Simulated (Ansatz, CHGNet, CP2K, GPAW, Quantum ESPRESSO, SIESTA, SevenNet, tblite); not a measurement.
**Other levels on random packing of 26Ag2S-74GeS2 (mol %) (81 atoms)**

Density of this cell: 3.89 g/cm³. The cell holds 81 atoms: 14 Ag, 47 S and 20 Ge. Cell: a = 12.404 Å, b = 12.404 Å, c = 12.404 Å, α = 90.0°, β = 90.0°, γ = 90.0°. 81 atoms (14 Ag, 47 S, 20 Ge) packed at random in a cube at 3.89 g/cm³ and pushed apart as soft spheres, cations and anions kept from their own kind; a start for melting by ab initio MD, not an equilibrated structure. Then every atom was moved at random, 0.03 Å r.m.s. a Cartesian component.

Geometry: as built.

The reference, a calculation:

* method: Kohn-Sham DFT, PBE, SSSP efficiency 1.3.0 pseudopotentials, plane waves (Quantum ESPRESSO 7.5); sssp-pbe-1.3.0-efficiency, cutoffs 45/360 Ry, Γ point
* r.m.s. force component: 0.7385 eV/Å
* longest force: 3.123 eV/Å
* pressure: -0.921 GPa
* time: 19 min on 4 MPI ranks of Arm Neoverse V1, shared host
* CPU time: 75 min

Q: Estimate the differences from the reference, the CPU time and the memory of each run.
- CP2K PBE, DZVP-MOLOPT-SR, 350/30 Ry, diagonalisation (CP2K 2026.2; 2 threads)
- CHGNet r2SCAN potential (CHGNet r2SCAN; 1 thread)
- tblite GFN1-xTB (tblite 0.8.0; 1 thread)
- SIESTA PBE, SZP, shift 0.01 Ry, mesh 300 Ry (SIESTA 5.4.2; 1 thread)
- CP2K PBE, TZVP-UZH, 350/50 Ry, diagonalisation (CP2K 2026.2; 4 MPI ranks)
- GPAW PBE, LCAO szp(dzp), h 0.2 Å (GPAW 26.7.0; 1 thread)
- GPAW LDA, LCAO dzp, h 0.2 Å (GPAW 26.7.0; 1 thread)
- GPAW PBE, LCAO dzp, h 0.2 Å (GPAW 26.7.0; 1 thread)
- CP2K PBE, DZVP-MOLOPT-SR, 489/50 Ry, diagonalisation (CP2K 2026.2; 4 MPI ranks)
- GPAW PBE, plane waves 550 eV (GPAW 26.7.0; 4 MPI ranks)

Differences are against the plane-wave reference, forces as r.m.s. over components; share is that over the reference's r.m.s. force, slope the least-squares factor from reference forces to these. Total energies of different programs have different zeros and aren't compared.

```csv
run,"Δ force, r.m.s. (meV/Å)",share (%),slope,Δ pressure (GPa),cores,CPU time,memory (GiB)
reference,-,-,-,-,4,75 min,5.2
"CP2K PBE, DZVP-MOLOPT-SR, 350/30 Ry, diagonalisation (coarse)",68.5,9.27,1.012,0.841,2,5.7 min,2.3
CHGNet r2SCAN potential,534,72.3,0.622,-2.05,1,4 s,0.64
tblite GFN1-xTB,693,93.8,0.815,-5.50,1,13 s,0.16
"SIESTA PBE, SZP, shift 0.01 Ry, mesh 300 Ry (coarse)",549,74.4,1.324,1.11,1,6.6 min,1.3
"CP2K PBE, TZVP-UZH, 350/50 Ry, diagonalisation",53.5,7.24,1.025,0.715,4,11 min,5.0
"GPAW PBE, LCAO szp(dzp), h 0.2 Å (coarse)",353,47.7,1.227,-,1,5.9 min,1.9
"GPAW LDA, LCAO dzp, h 0.2 Å",132,17.8,1.031,-,1,7.4 min,1.9
"GPAW PBE, LCAO dzp, h 0.2 Å",164,22.2,1.115,-,1,8.3 min,1.9
"CP2K PBE, DZVP-MOLOPT-SR, 489/50 Ry, diagonalisation",49.7,6.73,1.013,0.762,4,10 min,6.1
"GPAW PBE, plane waves 550 eV",38.3,5.18,1.031,0.288,4,30 min,3.2
```

Rows marked coarse were listed beforehand as settings not expected to be converged; some can still land near the reference.

Times of the machine-learned potentials are mostly Python's start and the loading of weights.

CPU time is summed over cores on a shared host, where runs went side by side, so it is rough. Symmetry, cutoffs, thresholds, outputs and thread counts weren't matched or tuned between programs; memory under MPI is the largest rank's times the ranks.

PBE on plane waves or a grid with other potentials, cutoffs or grids, coarse settings apart, differs from the reference by 5.2 % (GPAW PBE, plane waves 550 eV) of the r.m.s. force; this holds the reference's own error, so differences of a few per cent don't tell which side is nearer the exact PBE result. The PBE runs in local orbitals, coarse settings apart, differ by 6.7 % (CP2K PBE, DZVP-MOLOPT-SR, 489/50 Ry, diagonalisation) to 22 % (GPAW PBE, LCAO dzp, h 0.2 Å); basis, grid and potentials can all enter. Tight binding differs by 94 % (tblite GFN1-xTB); it is another model, with fitted parameters of its own, and the xTB methods hold dispersion. Machine-learned potentials differ by 72 % (CHGNet r2SCAN potential); they were trained on other programs' data, some at another functional. Periodic xTB results under one method name differ between programs and library versions. Machine-learned potentials mimic data converged in k, so the reference's own k-point error enters their differences. The electronic-structure runs sample only Γ, in a cell whose shortest periodic width is 12 Å, which is coarse for a cell with partly filled levels.

[Logs are printed without paths, hosts, clocks, repeated set-up lines and the standing remarks that a program may print on its own settings, such as how far it seeks lower states.]

[Hosts, paths, dates, database ids (printed as entryN), source tags and the programs' standing remarks are cut or masked in the printed files.]
